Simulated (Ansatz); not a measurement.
# BaMg2SbAs: complex band structure

Wanted: the relaxed cell of BaMg2SbAs, its band edges and its decay constants. It is built by putting Sb for part of the As in the BaMg2As2 structure of space group P-3m1, with the volume rescaled by atomic radii. The parent structure comes from the Materials Project.

Main program and level: Ansatz 0.2.0; PBEsol DFT, plane waves, PAW files, in the first sound run; inputs show where later runs differ.

Most raw output is cut from this account.

The structure was built from a prototype and need not be the compound's stable phase.

**1. The starting structure**

Symmetry: P3m1, No. 156, trigonal system. Conventional cell: a = 4.560 Å, b = 4.560 Å, c = 7.885 Å, α = 90.00°, β = 90.00°, γ = 120.00°. Ba has 3 Sb at 3.41 Å and 3 As at 3.41 Å nearest. Nearest to Mg lie 1 As at 2.74 Å and 3 Sb at 2.75 Å. Nearest to Mg lie 1 Sb at 2.74 Å and 3 As at 2.75 Å. Nearest to As lie 4 Mg at 2.74 to 2.75 Å and 3 Ba at 3.41 Å. Nearest to Sb lie 4 Mg at 2.74 to 2.75 Å and 3 Ba at 3.41 Å. It derives from BaMg2As2. Sb for part of the As in the BaMg2As2 structure of space group P-3m1. Farther neighbours are not listed.

Coordinates:

```cif
data_structure
_symmetry_space_group_name_H-M 'P 1'
_symmetry_Int_Tables_number 1
_cell_length_a 4.5595
_cell_length_b 4.5595
_cell_length_c 7.8852
_cell_angle_alpha 90.000
_cell_angle_beta 90.000
_cell_angle_gamma 120.000
_cell_volume 141.97
loop_
_atom_site_label
_atom_site_type_symbol
_atom_site_fract_x
_atom_site_fract_y
_atom_site_fract_z
_atom_site_occupancy
Ba1 Ba 0.00000 0.00000 0.00000 1
Mg2 Mg 0.66667 0.33333 0.37726 1
Mg3 Mg 0.33333 0.66667 0.62274 1
As4 As 0.66667 0.33333 0.72476 1
Sb5 Sb 0.33333 0.66667 0.27524 1
```

**2. Relaxing the new crystal**

The substituted atoms don't fit the parent's cell, so cell and atoms relax together. A small smearing keeps the run stable in case the gap closes on the way.

input.yaml

```yaml
crystal:
  lattice:
    - [4.5595379564, 0.0, 0.0]
    - [-2.2797689782, 3.9486756998, 0.0]
    - [0.0, 0.0, 7.8851535351]
  atoms:
    - { symbol: Ba, position: [0.0, 0.0, 0.0] }
    - { symbol: Mg, position: [0.6666666667, 0.3333333333, 0.3772635] }
    - { symbol: Mg, position: [0.3333333333, 0.6666666667, 0.6227365] }
    - { symbol: As, position: [0.6666666667, 0.3333333333, 0.72476472] }
    - { symbol: Sb, position: [0.3333333333, 0.6666666667, 0.27523528] }
kpoints:
  mp_grid: { grid: [6, 6, 4] }
scf:
  occupations: { method: gaussian, width: 0.03 }
hamiltonian:
  xc: pbesol
output:
  forces: true
  stress: true
relax:
  f_tol: 0.02
  max_steps: 60
  cell: {}
```

Started as:

```sh
> ansatz run input.yaml --threads 2 --pin off --max-ram 4096MiB --backend cpu --events-out ev --progress --plain --runs-dir out
```

Elapsed: 30 s, on 2 threads of Arm Neoverse V2, shared host; peak memory 0.46 GiB.

The steps of the relaxation:

```tsv
step	energy less that of the first step (eV)	largest force component (eV/Å)	pressure (GPa)	volume (Å³)
1	0.0000	0.7708	1.48	141.97
2	-0.0798	0.4436	-0.81	146.98
3	-0.1287	0.1005	-0.16	145.23
4	-0.1303	0.0167	0.05	144.67
5	-0.1304	0.0054	0.00	144.82
6*	-0.1305	0.0054	0.00	144.82
```

Relaxation steps marked * repeat the geometry before them on a plane-wave basis chosen anew for their cell, so energy and pressure can jump there.

Forces are held to the 6 operations that the run works with; a distortion that breaks them can't arise in this run.

```tsv
conventional cell, symmetrised	before	after	change
a (Å)	4.560	4.613	+1.2 %
b (Å)	4.560	4.613	+1.2 %
c (Å)	7.885	7.858	-0.3 %
volume (Å³/atom)	28.39	28.96	+2.0 %
```

The atoms that moved most (Å, as changes of fractional coordinates times the final cell):

```tsv
atom	dx	dy	dz	length
Ba1	0.000	0.000	-0.107	0.107
Sb5	0.000	0.000	-0.083	0.083
Mg3	0.000	0.000	0.071	0.071
Mg2	0.000	0.000	0.070	0.070
As4	0.000	0.000	0.048	0.048
```

Final coordinates:

```cif
data_structure
_symmetry_space_group_name_H-M 'P 1'
_symmetry_Int_Tables_number 1
_cell_length_a 4.6132
_cell_length_b 4.6132
_cell_length_c 7.8577
_cell_angle_alpha 90.000
_cell_angle_beta 90.000
_cell_angle_gamma 120.000
_cell_volume 144.82
loop_
_atom_site_label
_atom_site_type_symbol
_atom_site_fract_x
_atom_site_fract_y
_atom_site_fract_z
_atom_site_occupancy
Ba1 Ba 0.00000 0.00000 0.98642 1
Mg2 Mg 0.66667 0.33333 0.38616 1
Mg3 Mg 0.33333 0.66667 0.63183 1
As4 As 0.66667 0.33333 0.73092 1
Sb5 Sb 0.33333 0.66667 0.26467 1
```

Numbers from this step:

| Quantity | Value |
| --- | --- |
| free energy | -20912.0857 eV |
| Fermi energy | 7.588 eV |
| pressure | -8.44e-5 GPa |

The largest force component on a free atom ends at 0.0054 eV/Å.

**3. Band edges**

The energy window and the wavevectors of the next steps follow from the band edges, so these are searched first, off the mesh as well.

input.yaml

```yaml
crystal:
  lattice:
    - [4.6132056436, 0.0, 0.0]
    - [-2.3066028218, 3.9951532803, 0.0]
    - [0.0, 0.0, 7.8577445241]
  atoms:
    - { symbol: Ba, position: [0.0, 0.0, -0.013579377] }
    - { symbol: Mg, position: [0.6666666667, 0.3333333333, 0.3861598016] }
    - { symbol: Mg, position: [0.3333333333, 0.6666666667, 0.6318298997] }
    - { symbol: As, position: [0.6666666667, 0.3333333333, 0.7309184282] }
    - { symbol: Sb, position: [0.3333333333, 0.6666666667, 0.2646712476] }
kpoints:
  mp_grid: { grid: [6, 6, 4] }
  band_path: { path: [VBM, CBM], npoints: 30 }
scf:
  occupations: { method: fixed }
hamiltonian:
  xc: pbesol
output:
  eigenvalues: true
  write_potential: true
  write_density: true
  volumetric_format: npy
```

It took 36 s on 2 threads; peak memory 0.43 GiB; 71 s of CPU time.

Numbers from this step:

```
Fermi energy        : 7.192 eV
gap on the k-mesh   : 0.7931 eV
gap on path         : 0.7931 eV, by band count; negative where bands overlap
direct gap on path  : 0.9979 eV
edge places on path : 0, 0.7864 1/A along the path
```

The electronic bands at the labelled points (eV, zero at the Fermi level (highest filled level under fixed occupations); v1 is the highest filled band, c1 the lowest empty one):

```tsv
point	v4	v3	v2	v1	c1	c2	c3	c4
VBM	-1.19	-0.20	0.00	0.00	1.00	1.99	2.34	2.84
halfway	-1.80	-1.35	-0.83	-0.58	1.37	2.30	3.38	3.38
CBM	-1.68	-1.53	-1.52	-0.98	0.79	2.92	3.16	4.05
```

The searched edges give 0.793 eV, as on the mesh.

**4. Complex bands, plane (001), k-mesh 6×6×4**

This step: PBEsol DFT, plane waves, PAW files; complex bands by layer matching along the plane's normal (Ansatz 0.2.0).

The same crystal is laid in a cell whose first two vectors span the (001) plane (indices of the standard conventional cell, whose axes can be ordered otherwise than in the bulk input). At fixed energy and wavevector in the plane the solver finds all kz, real and complex. A few wavevectors are listed, (0, 0), (-0.5, 0) and (0.5, 0) (two of them one point) in units of the plane's reciprocal vectors; the slowest state needn't be among them.

input.yaml

```yaml
crystal:
  lattice:
    - [4.613205644, 0.0, 0.0]
    - [2.306602822, 3.99515328, 0.0]
    - [0.0, 0.0, 7.857744524]
  atoms:
    - { symbol: Ba, position: [0.0, 0.0, 0.986420623] }
    - { symbol: Mg, position: [0.3333333333, 0.3333333333, 0.3861598016] }
    - { symbol: Mg, position: [0.6666666667, 0.6666666667, 0.6318298997] }
    - { symbol: As, position: [0.3333333333, 0.3333333333, 0.7309184282] }
    - { symbol: Sb, position: [0.6666666667, 0.6666666667, 0.2646712476] }
kpoints:
  mp_grid: { grid: [6, 6, 4] }
scf:
  occupations: { method: fixed }
hamiltonian:
  xc: pbesol
output:
  eigenvalues: true
  transmission:
    leads: [[0, 0]]
    kpoints: [[0.0, 0.0], [-0.5, 0.0], [0.5, 0.0]]
    e_range: [-1.0, 1.79]
    de: 0.07
```

The job ended after 30 s (2 threads; peak memory 0.54 GiB).

Numbers from this step:

| Property | Result |
| --- | --- |
| level to which the leads are filled | 0.3966 eV from the Fermi level |
| decay constant at the filling level, zone centre | 0.08798 Å⁻¹ |
| decay constant at the filling level, slowest listed point | 0.088 Å⁻¹ |

K parallel (0, 0); values up to 1.5 1/Å, a degenerate pair printed once or twice; energies at which all values exceed this have no row. The Im kz of the slowest decaying states by energy, zero at the highest filled level on the SCF mesh:

```tsv
energy (eV)	decay 1 (Å⁻¹)	decay 2 (Å⁻¹)	decay 3 (Å⁻¹)	decay 4 (Å⁻¹)
-1.00	0.0891	0.844	0.893	-
-0.86	0.172	0.828	0.877	-
-0.72	0.186	0.812	0.861	-
-0.58	0.172	0.795	0.845	-
-0.44	0.129	0.777	0.828	-
-0.30	0.760	0.811	-	-
-0.16	0.0309	0.741	0.793	-
-0.02	0.0618	0.722	0.775	-
0.12	0.0768	0.148	0.702	0.756
0.26	0.0849	0.204	0.681	0.736
0.40	0.0880	0.239	0.659	0.716
0.47	0.0878	0.252	0.647	0.706
0.61	0.0839	0.273	0.623	0.685
0.75	0.0740	0.287	0.597	0.663
0.89	0.0536	0.297	0.569	0.641
1.03	0.304	0.538	0.617	-
1.17	0.307	0.501	0.592	-
1.31	0.308	0.455	0.566	-
1.45	0.307	0.362	0.402	0.538
1.59	0.186	0.304	0.483	0.508
1.73	0.179	0.299	0.476	0.497
```

K parallel (0, 0). The Re kz of states that move upwards by energy, zero at the highest filled level on the SCF mesh:

```tsv
energy (eV)	channel 1 (Å⁻¹)	channel 2 (Å⁻¹)	channel 3 (Å⁻¹)
-1.00	-0.186	-	-
-0.93	-0.174	-	-
-0.86	-0.162	-	-
-0.79	-0.150	-	-
-0.72	-0.137	-	-
-0.65	-0.125	-	-
-0.58	-0.112	-	-
-0.51	-0.0989	-	-
-0.44	-0.0849	-	-
-0.37	-0.0696	-	-
-0.23	-0.257	-0.257	-0.0278
-0.16	-0.201	-0.201	-
-0.09	-0.143	-0.143	-
-0.02	-0.0647	-0.0647	-
0.05	-	-	-
0.12	-	-	-
0.19	-	-	-
0.26	-	-	-
0.33	-	-	-
0.40	-	-	-
0.47	-	-	-
0.54	-	-	-
0.61	-	-	-
0.68	-	-	-
0.75	-	-	-
0.82	-	-	-
0.89	-	-	-
0.96	-	-	-
1.10	0.0608	-	-
1.17	0.0838	-	-
1.24	0.107	-	-
1.31	0.132	-	-
1.38	0.165	-	-
1.45	0.225	-	-
1.52	-	-	-
1.59	-	-	-
1.66	-	-	-
1.73	-	-	-
```

K parallel (-0.5, 0); values up to 1.5 1/Å, a degenerate pair printed once or twice; energies at which all values exceed this have no row. Table of Im kz of the slowest decaying states by energy, zero at the highest filled level on the SCF mesh:

```tsv
energy (eV)	decay 1 (Å⁻¹)	decay 2 (Å⁻¹)	decay 3 (Å⁻¹)	decay 4 (Å⁻¹)
-1.00	0.0475	0.294	0.649	1.26
-0.86	0.319	0.630	1.24	1.46
-0.79	0.330	0.620	1.23	1.45
-0.65	0.0233	0.350	0.600	1.20
-0.58	0.0677	0.359	0.589	1.19
-0.44	0.108	0.135	0.375	0.568
-0.37	0.122	0.169	0.382	0.558
-0.23	0.143	0.215	0.394	0.537
-0.16	0.151	0.233	0.398	0.526
-0.02	0.164	0.261	0.403	0.509
0.12	0.174	0.282	0.396	0.500
0.19	0.178	0.291	0.388	0.500
0.33	0.184	0.306	0.359	0.509
0.40	0.187	0.312	0.339	0.517
0.54	0.192	0.286	0.322	0.542
0.61	0.195	0.250	0.326	0.560
0.75	0.130	0.203	0.332	0.622
0.89	0.220	0.337	0.707	1.29
0.96	0.235	0.339	0.700	1.28
1.10	0.0847	0.277	0.341	0.683
1.17	0.101	0.300	0.341	0.614
1.31	0.105	0.341	0.355	0.462
1.38	0.102	0.340	0.395	0.849
1.52	0.0853	0.338	0.372	0.878
1.59	0.0719	0.337	0.362	0.888
1.73	0.00505	0.332	0.341	0.903
```

K parallel (0.5, 0); values up to 1.5 1/Å, a degenerate pair printed once or twice; energies at which all values exceed this have no row. Table of Im kz of the slowest decaying states by energy, zero at the highest filled level on the SCF mesh:

```tsv
energy (eV)	decay 1 (Å⁻¹)	decay 2 (Å⁻¹)	decay 3 (Å⁻¹)	decay 4 (Å⁻¹)
-1.00	0.0475	0.294	0.649	1.26
-0.86	0.319	0.630	1.24	1.46
-0.72	0.340	0.610	1.21	1.45
-0.58	0.0677	0.359	0.589	1.19
-0.44	0.108	0.135	0.375	0.568
-0.30	0.133	0.194	0.388	0.547
-0.16	0.151	0.233	0.398	0.526
-0.02	0.164	0.261	0.403	0.509
0.12	0.174	0.282	0.396	0.500
0.26	0.181	0.299	0.375	0.503
0.40	0.187	0.312	0.339	0.517
0.47	0.190	0.315	0.317	0.528
0.61	0.195	0.250	0.326	0.560
0.75	0.130	0.203	0.332	0.622
0.89	0.220	0.337	0.707	1.29
1.03	0.0283	0.255	0.340	0.692
1.17	0.101	0.300	0.341	0.614
1.31	0.105	0.341	0.355	0.462
1.45	0.0949	0.340	0.383	0.865
1.59	0.0719	0.337	0.362	0.888
1.73	0.00505	0.332	0.341	0.903
```

At the listed wavevectors the last open channel is at -0.02 eV and the next at +0.82 eV on the grid. At +0.40 eV, the grid energy nearest the filling level (the middle of the gap on the SCF mesh), the slowest state at the listed wavevectors decays with κ = 0.088 Å⁻¹, its amplitude falling by e over 11 Å. Through 1 nm of this crystal that state's transmission falls by exp(−2 × 0.088 Å⁻¹ × 10 Å) = 0.17.

**5. Decaying states in the gap, plane (100), k-mesh 6×4×6**

The same for the (100) plane, at (0, 0) and (-0.5, 0), to see how the decay depends on direction.

input.yaml

```yaml
crystal:
  lattice:
    - [4.613205644, 0.0, 0.0]
    - [0.0, 7.857744524, 0.0]
    - [2.306602822, 0.0, 3.99515328]
  atoms:
    - { symbol: Ba, position: [0.0, 0.986420623, 0.0] }
    - { symbol: Mg, position: [0.6666666667, 0.3861598016, 0.6666666667] }
    - { symbol: Mg, position: [0.3333333333, 0.6318298997, 0.3333333333] }
    - { symbol: As, position: [0.6666666667, 0.7309184282, 0.6666666667] }
    - { symbol: Sb, position: [0.3333333333, 0.2646712476, 0.3333333333] }
kpoints:
  mp_grid: { grid: [6, 4, 6] }
scf:
  occupations: { method: fixed }
hamiltonian:
  xc: pbesol
output:
  eigenvalues: true
  transmission:
    leads: [[0, 0]]
    kpoints: [[0.0, 0.0], [-0.5, 0.0]]
    e_range: [-1.0, 1.79]
    de: 0.06
```

It took 91 s on 2 threads; peak memory 1 GiB.

This step gave:

```
level to which the leads are filled                       : 0.3965 eV from the Fermi level
decay constant at the filling level, zone centre          : 0.08653 Å⁻¹
decay constant at the filling level, slowest listed point : 0.0865 Å⁻¹
```

K parallel (0, 0); values up to 1.5 1/Å, a degenerate pair printed once or twice; energies at which all values exceed this have no row. Im kz of the slowest decaying states against energy, zero at the highest filled level on the SCF mesh:

```tsv
energy (eV)	decay 1 (Å⁻¹)	decay 2 (Å⁻¹)	decay 3 (Å⁻¹)	decay 4 (Å⁻¹)
-1.00	0.0883	0.104	0.327	0.379
-0.88	0.129	0.334	0.495	0.680
-0.70	0.153	0.344	0.521	0.639
-0.58	0.164	0.349	0.531	0.610
-0.46	0.172	0.354	0.538	0.581
-0.28	0.177	0.359	0.534	0.544
-0.16	0.0812	0.175	0.362	0.501
-0.04	0.168	0.363	0.466	0.545
0.02	0.0235	0.0565	0.180	0.364
0.08	0.0459	0.111	0.190	0.365
0.26	0.0763	0.187	0.210	0.366
0.38	0.0865	0.198	0.217	0.240
0.50	0.0917	0.189	0.239	0.260
0.68	0.0896	0.170	0.178	0.261
0.80	0.0791	0.172	0.272	0.288
0.92	0.0547	0.167	0.279	0.294
1.04	0.163	0.284	0.297	0.343
1.22	0.157	0.287	0.298	0.335
1.34	0.152	0.287	0.299	0.328
1.46	0.147	0.285	0.294	0.321
1.64	0.0436	0.138	0.251	0.269
1.76	0.0685	0.131	0.200	0.265
```

K parallel (0, 0). Re kz of states that move upwards against energy, zero at the highest filled level on the SCF mesh:

```tsv
energy (eV)	channel 1 (Å⁻¹)	channel 2 (Å⁻¹)	channel 3 (Å⁻¹)
-1.00	-0.464	-0.220	-
-0.94	-0.668	-0.438	-0.209
-0.88	-0.596	-0.413	-0.199
-0.76	-0.500	-0.362	-0.179
-0.70	-0.461	-0.337	-0.169
-0.64	-0.425	-0.311	-0.159
-0.58	-0.392	-0.285	-0.148
-0.46	-0.329	-0.231	-0.127
-0.40	-0.298	-0.201	-0.116
-0.34	-0.268	-0.169	-0.103
-0.28	-0.237	-0.132	-0.0884
-0.16	-0.171	-0.0731	-
-0.10	-0.132	-0.0555	-
-0.04	-0.0816	-0.0341	-
0.02	-	-	-
0.14	-	-	-
0.20	-	-	-
0.26	-	-	-
0.32	-	-	-
0.44	-	-	-
0.50	-	-	-
0.56	-	-	-
0.62	-	-	-
0.74	-	-	-
0.80	-0.744	-	-
0.86	-0.656	-	-
0.92	-0.606	-	-
1.04	-0.535	0.0439	-
1.10	-0.505	0.0710	-
1.16	-0.478	0.0930	-
1.22	-0.453	0.113	-
1.34	-0.405	0.151	-
1.40	-0.381	0.171	-
1.46	-0.357	0.192	-
1.52	-0.331	0.216	-
1.64	-	-	-
1.70	-	-	-
1.76	-	-	-
```

K parallel (-0.5, 0); values up to 1.5 1/Å, a degenerate pair printed once or twice; energies at which all values exceed this have no row. Im kz of the slowest decaying states against energy, zero at the highest filled level on the SCF mesh:

```tsv
energy (eV)	decay 1 (Å⁻¹)	decay 2 (Å⁻¹)	decay 3 (Å⁻¹)	decay 4 (Å⁻¹)
-1.00	0.343	0.705	0.881	1.28
-0.82	0.115	0.171	0.387	0.697
-0.58	0.147	0.241	0.420	0.685
-0.40	0.155	0.271	0.434	0.674
-0.22	0.157	0.290	0.442	0.661
-0.04	0.154	0.304	0.446	0.648
0.02	0.152	0.308	0.446	0.643
0.20	0.141	0.316	0.447	0.628
0.38	0.124	0.321	0.444	0.612
0.56	0.0983	0.323	0.440	0.594
0.80	0.323	0.432	0.569	0.762
0.98	0.320	0.424	0.548	0.743
1.16	0.315	0.415	0.525	0.724
1.34	0.308	0.405	0.501	0.703
1.58	0.296	0.390	0.465	0.674
1.76	0.285	0.377	0.434	0.650
```

At the listed wavevectors the last open channel is at -0.04 eV and the next at +0.80 eV on the grid. At +0.38 eV, the grid energy nearest the filling level (the middle of the gap on the SCF mesh), the slowest state at the listed wavevectors decays with κ = 0.0865 Å⁻¹, its amplitude falling by e over 12 Å; the first such run, plane (001), gave 0.088 Å⁻¹.

**6. Band edges at another level**

This step: PBE DFT, plane waves, PAW files (Ansatz 0.2.0).

The edges again with PBE, at the same atoms.

input.yaml

```yaml
crystal:
  lattice:
    - [4.6132056436, 0.0, 0.0]
    - [-2.3066028218, 3.9951532803, 0.0]
    - [0.0, 0.0, 7.8577445241]
  atoms:
    - { symbol: Ba, position: [0.0, 0.0, -0.013579377] }
    - { symbol: Mg, position: [0.6666666667, 0.3333333333, 0.3861598016] }
    - { symbol: Mg, position: [0.3333333333, 0.6666666667, 0.6318298997] }
    - { symbol: As, position: [0.6666666667, 0.3333333333, 0.7309184282] }
    - { symbol: Sb, position: [0.3333333333, 0.6666666667, 0.2646712476] }
kpoints:
  mp_grid: { grid: [6, 6, 4] }
  band_path: { path: [VBM, CBM], npoints: 30 }
scf:
  occupations: { method: fixed }
hamiltonian:
  xc: pbe
output:
  eigenvalues: true
```

Wall time 36 s (2 threads); peak memory 0.42 GiB; 71 s of CPU time.

This step gave:

| Item | Value |
| --- | --- |
| free energy | -21142.0333 eV |
| Fermi energy | 7.304 eV |
| gap on the k-mesh | 0.8548 eV |
| gap on path | 0.8548 eV, by band count; negative where bands overlap |
| direct gap on path | 1.062 eV |

The electronic bands at the labelled points (eV, zero at the Fermi level (highest filled level under fixed occupations); v1 is the highest filled band, c1 the lowest empty one):

```tsv
point	v4	v3	v2	v1	c1	c2	c3	c4
VBM	-1.18	-0.20	0.00	0.00	1.06	2.04	2.40	2.87
halfway	-1.78	-1.35	-0.83	-0.58	1.42	2.36	3.41	3.42
CBM	-1.67	-1.52	-1.52	-0.97	0.85	2.96	3.22	4.11
```

The searched edges give 0.855 eV, as on the mesh.

For the gap on the k-mesh, step 3 gave 0.793 eV; this run, with PBE, gives 0.855 eV.

(Continued in part 2 of 2.)

[Logs are printed without paths, hosts, clocks, repeated set-up lines and the standing remarks that a program may print on its own settings, such as how far it seeks lower states.]

[Hosts, paths, dates, database ids (printed as entryN), source tags and the programs' standing remarks are cut or masked in the printed files.]
